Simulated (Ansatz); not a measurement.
# Au (Fm-3m): phonon-mediated transition temperature

Wanted: λ, ω_log and Tc of Au (Fm-3m). The cell shown first is a relaxed one, from steps not shown here.

Method: DFT r2SCAN, scalar-relativistic, plane waves, PAW, in the first sound run; inputs show where later runs differ, in Ansatz 0.2.0.

Most raw output is cut from this account.

The database entry behind the starting cell differs from later determinations by our own check (0.1 to 0.3 % short, probably kX units), so it need not match the best structure at ambient conditions.

### 1. The cell after earlier relaxation steps

It takes space group Fm-3m (No. 225, cubic). Conventional cell: a = 4.127 Å, b = 4.127 Å, c = 4.127 Å, α = 90.00°, β = 90.00°, γ = 90.00°. Au has 12 Au at 2.92 Å nearest.

### 2. Coupling and resistivity: r2SCAN at its own relaxed cell

The run that gives the couplings also evaluates McMillan's and Allen and Dynes's formulas and, where asked, the Eliashberg equations, over a range of μ*.

File input.yaml:

```yaml
crystal:
  lattice:
    - [0.0, 2.0632885754, 2.0632885754]
    - [2.0632885754, 0.0, 2.0632885754]
    - [2.0632885754, 2.0632885754, 0.0]
  atoms:
    - { symbol: Au, position: [0.0, 0.0, 0.0] }
kpoints:
  mp_grid: { grid: [12, 12, 12] }
hamiltonian:
  xc: r2scan
scf:
  occupations: { method: methfessel_paxton, width: 0.2 }
output:
  eigenvalues: true
phonons:
  method: dfpt
  qmesh: [4, 4, 4]
  temperatures: { t_max: 1000, t_step: 50 }
  qpath:
    path:
      - [[0.0, 0.0, 0.0], [0.5, 0.0, 0.5], [0.625, 0.25, 0.625]]
      - [[0.375, 0.375, 0.75], [0.0, 0.0, 0.0], [0.5, 0.5, 0.5], [0.5, 0.25, 0.75], [0.5, 0.0, 0.5]]
    npoints: 10
  electrical_resistivity:
    mesh: [16, 16, 16]
    temperatures: [20.0, 50.0, 80.0, 100.0, 150.0, 200.0, 273.0, 300.0, 400.0, 500.0, 600.0, 800.0]
  superconductivity: { mesh: [16, 16, 16] }
```

Started as:

```console
$ ansatz run input.yaml --threads 4 --pin off --max-ram 12288MiB --backend cpu --events-out ev --progress --plain --runs-dir out
```

The job ended after 9 min (4 threads of Arm Neoverse V1, shared host; peak memory 5.4 GiB; 35 min of CPU time).

This step gave:

- volume per atom: 17.57 Å³
- metallic on mesh: yes
- gap on the k-mesh: 0 eV
- zero point energy: 0.01493 eV/cell
- share of imaginary modes in the plain interpolation between solved wavevectors: 0
- highest frequency, solved or plainly interpolated: 143.2 cm⁻¹
- Debye temperature (second moment): 160 K
- resistivity at 300 K: 2.917 μΩ cm
- coupling constant λ: 0.211
- density of states at the Fermi level: 0.1357 states/eV a spin and cell
- log mean phonon energy ħω_log: 8.381 meV
- transport coupling constant λ_tr: 0.2128, 0.2128, 0.2128 (xx, yy, zz)
- Drude plasma energy: 9.123, 9.123, 9.123 eV (xx, yy, zz)
- resistivity times mean free path: 8.517, 8.517, 8.517 × 10⁻¹⁶ Ω m² (xx, yy, zz)
- second-moment phonon energy ħω₂: 9.885 meV
- coupling λ by branch: 0.0785, 0.0921, 0.0404 (branches by rank of frequency)

An empty cell: under 1 mK by a formula, or no transition down to the floor of the Eliashberg search. Transition temperatures:

| μ* | McMillan Tc (K) | Allen–Dynes Tc (K) |
| --- | --- | --- |
| 0.08 | 0.00235 | 0.00236 |
| 0.1 | - | - |
| 0.12 | - | - |
| 0.13 | - | - |
| 0.14 | - | - |
| 0.16 | - | - |
| 0.2 | - | - |

### 3. Coupling and resistivity: phonons taken to their low-smearing limit

The phonons between the solved wavevectors can be interpolated plainly or with the electrons' self-energy, which keeps Kohn anomalies.

This step: DFT PBE, scalar-relativistic, plane waves, PAW (Ansatz 0.2.0).

File input.yaml:

```yaml
crystal:
  lattice:
    - [0.0, 2.0796649828, 2.0796649828]
    - [2.0796649828, 0.0, 2.0796649828]
    - [2.0796649828, 2.0796649828, 0.0]
  atoms:
    - { symbol: Au, position: [0.0, 0.0, 0.0] }
kpoints:
  mp_grid: { grid: [16, 16, 16] }
hamiltonian:
  xc: pbe
scf:
  occupations: { method: methfessel_paxton, width: 0.2 }
output:
  eigenvalues: true
phonons:
  method: dfpt
  qmesh: [4, 4, 4]
  temperatures: { t_max: 1000, t_step: 50 }
  qpath:
    path:
      - [[0.0, 0.0, 0.0], [0.5, 0.0, 0.5], [0.625, 0.25, 0.625]]
      - [[0.375, 0.375, 0.75], [0.0, 0.0, 0.0], [0.5, 0.5, 0.5], [0.5, 0.25, 0.75], [0.5, 0.0, 0.5]]
    npoints: 10
  electrical_resistivity:
    mesh: [24, 24, 24]
    temperatures: [20.0, 50.0, 80.0, 100.0, 150.0, 200.0, 273.0, 300.0, 400.0, 500.0, 600.0, 800.0]
  superconductivity: { mesh: [24, 24, 24] }
  electron_occupations: {}
```

Wall time 4.3 min (4 threads); peak memory 2.3 GiB.

Numbers from this step:

```yaml
volume_per_atom: 17.99 Å³
zero_point_energy: 0.01476 eV/cell
highest_frequency_solved_or_plainly_interpolated: 137.4 cm⁻¹
debye_temperature_second_moment: 158 K
resistivity_at_300_k: 3.001 μΩ cm
coupling_constant_lambda: 0.1991
density_of_states_at_the_fermi_level: 0.1462 states/eV a spin and cell
log_mean_phonon_energy_omega_log: 8.289 meV
transport_coupling_constant_lambda_tr: 0.199, 0.199, 0.199 (xx, yy, zz)
drude_plasma_energy: 8.719, 8.719, 8.719 eV (xx, yy, zz)
resistivity_times_mean_free_path: 8.684, 8.684, 8.684 × 10⁻¹⁶ Ω m² (xx, yy, zz)
second_moment_phonon_energy_omega: 9.713 meV
coupling_lambda_by_branch: 0.0738, 0.0856, 0.0397 (branches by rank of frequency)
```

An empty cell: under 1 mK by a formula, or no transition down to the floor of the Eliashberg search. Transition temperatures:

| μ* | McMillan Tc (K) | Allen–Dynes Tc (K) |
| --- | --- | --- |
| 0.08 | - | - |
| 0.1 | - | - |
| 0.12 | - | - |
| 0.13 | - | - |
| 0.14 | - | - |
| 0.16 | - | - |
| 0.2 | - | - |

### 4. Coupling and resistivity: the database cell, unrelaxed

The base functional is run at the starting cell, unrelaxed, so that the lattice constant is the database's and not the functional's.

Edit input.yaml of step 3 so:

```diff
@@ -2,5 +2,5 @@
   lattice:
-    - [0.0, 2.0796649828, 2.0796649828]
-    - [2.0796649828, 0.0, 2.0796649828]
-    - [2.0796649828, 2.0796649828, 0.0]
+    - [0.0, 2.035, 2.035]
+    - [2.035, 0.0, 2.035]
+    - [2.035, 2.035, 0.0]
   atoms:
@@ -8,3 +8,3 @@
 kpoints:
-  mp_grid: { grid: [16, 16, 16] }
+  mp_grid: { grid: [18, 18, 18] }
 hamiltonian:
@@ -17,3 +17,3 @@
   method: dfpt
-  qmesh: [4, 4, 4]
+  qmesh: [6, 6, 6]
   temperatures: { t_max: 1000, t_step: 50 }
@@ -28,2 +28 @@
   superconductivity: { mesh: [24, 24, 24] }
-  electron_occupations: {}
```

The job ended after 16 min (4 threads; peak memory 6.5 GiB; 61 min of CPU time).

This step gave:

```
volume per atom                                   : 16.85 Å³
zero point energy                                 : 0.01804 eV/cell
highest frequency, solved or plainly interpolated : 165.4 cm⁻¹
Debye temperature (second moment)                 : 192 K
resistivity at 300 K                              : 2.035 μΩ cm
coupling constant λ                               : 0.1446
density of states at the Fermi level              : 0.1411 states/eV a spin and cell
log mean phonon energy ħω_log                     : 9.924 meV
transport coupling constant λ_tr                  : 0.145, 0.145, 0.145 (xx, yy, zz)
Drude plasma energy                               : 9.013, 9.013, 9.013 eV (xx, yy, zz)
resistivity times mean free path                  : 8.281, 8.281, 8.281 × 10⁻¹⁶ Ω m² (xx, yy, zz)
second-moment phonon energy ħω₂                   : 11.69 meV
coupling λ by branch                              : 0.0567, 0.0596, 0.0283 (branches by rank of frequency)
```

An empty cell: under 1 mK by a formula, or no transition down to the floor of the Eliashberg search. Transition temperatures:

| μ* | McMillan Tc (K) | Allen–Dynes Tc (K) |
| --- | --- | --- |
| 0.08 | - | - |
| 0.1 | - | - |
| 0.12 | - | - |
| 0.13 | - | - |
| 0.14 | - | - |
| 0.16 | - | - |
| 0.2 | - | - |

Eliashberg function α²F against phonon energy; read off at these points:

| phonon energy (meV) | α²F | α²F tr |
| --- | --- | --- |
| 0.50 | 6.2e-5 | 0 |
| 1.00 | 6.2e-4 | 0 |
| 1.50 | 0.00146 | 1.9e-4 |
| 2.00 | 0.00210 | 4.0e-4 |
| 2.50 | 0.00284 | 8.4e-4 |
| 3.00 | 0.00377 | 0.00167 |
| 3.50 | 0.00495 | 0.00295 |
| 4.00 | 0.00635 | 0.00470 |
| 4.50 | 0.00807 | 0.00699 |
| 5.00 | 0.0101 | 0.00974 |
| 5.50 | 0.0126 | 0.0131 |
| 6.00 | 0.0156 | 0.0173 |
| 6.50 | 0.0195 | 0.0224 |
| 7.00 | 0.0252 | 0.0304 |
| 7.50 | 0.0349 | 0.0439 |
| 8.00 | 0.0548 | 0.0726 |
| 8.50 | 0.0616 | 0.0803 |
| 9.00 | 0.0700 | 0.0883 |
| 9.50 | 0.0811 | 0.0999 |
| 10.00 | 0.0940 | 0.113 |
| 10.50 | 0.103 | 0.121 |
| 11.00 | 0.107 | 0.120 |
| 11.28 | 0.110 | 0.120 |
| 11.50 | 0.0689 | 0.0764 |
| 12.00 | 0.0562 | 0.0552 |
| 12.50 | 0.0554 | 0.0488 |
| 13.00 | 0.0543 | 0.0439 |
| 13.50 | 0.0526 | 0.0397 |
| 14.00 | 0.0491 | 0.0351 |
| 14.50 | 0.0454 | 0.0308 |
| 15.00 | 0.0385 | 0.0255 |
| 15.50 | 0.0284 | 0.0190 |
| 16.00 | 0.00935 | 0.00681 |
| 16.50 | 0.0284 | 0.0196 |
| 17.00 | 0.0504 | 0.0349 |
| 17.50 | 0.0821 | 0.0574 |
| 18.00 | 0.0818 | 0.0621 |
| 18.33 | 0.0821 | 0.0662 |
| 18.50 | 0.0734 | 0.0606 |
| 19.00 | 0.0441 | 0.0379 |
| 19.50 | 0.0282 | 0.0246 |
| 20.00 | 0.0112 | 0.0110 |

The coupling constant from the curve is λ = 0.14; modes below 10.6 meV give half. The most distinct maxima of the Eliashberg function α²F (α²F) lie at 11.28 and 17.53 meV, the highest at 11.3 meV.

### 5. Summary of results

```yaml
meshes: q 6×6×6, k 18×18×18, scattering 24×24×24
coupling_constant_lambda: 0.145
log_mean_phonon_energy_omega_log: 9.92 meV
```

In the last run (PBE, database cell, q 6×6×6, k 18×18×18, scattering 24×24×24), with λ = 0.14 and ħω_log = 9.92 meV, Tc at μ* = 0.13 is under 1 mK by the formulas. Wikipedia's list of superconducting elements holds no transition of Au at normal pressure, in line with the calculation. In that run Allen and Dynes's formula gives no transition above 0.05 K at μ* = 0.10 or more. By the run's own test λ is not converged in the fine mesh: it moves by 1 % between the two finest, and by up to 4 % in the other runs. The run's transport test calls it not converged in the mesh; ρ(300 K) moves by 2 % in the component that moves most. Over the runs, λ takes the values 0.211, 0.199 and 0.145, in the order shown. No spin–orbit coupling, which matters for Au. μ* is a typed number, phonons are harmonic, and spin fluctuations are left out; with λ this near or under μ*(1 + 0.62 λ), the formulas give Tc only to its order of magnitude, or none.

[Logs are printed without paths, hosts, clocks, repeated set-up lines and the standing remarks that a program may print on its own settings, such as how far it seeks lower states.]

[Hosts, paths, dates, database ids (printed as entryN), source tags and the programs' standing remarks are cut or masked in the printed files.]
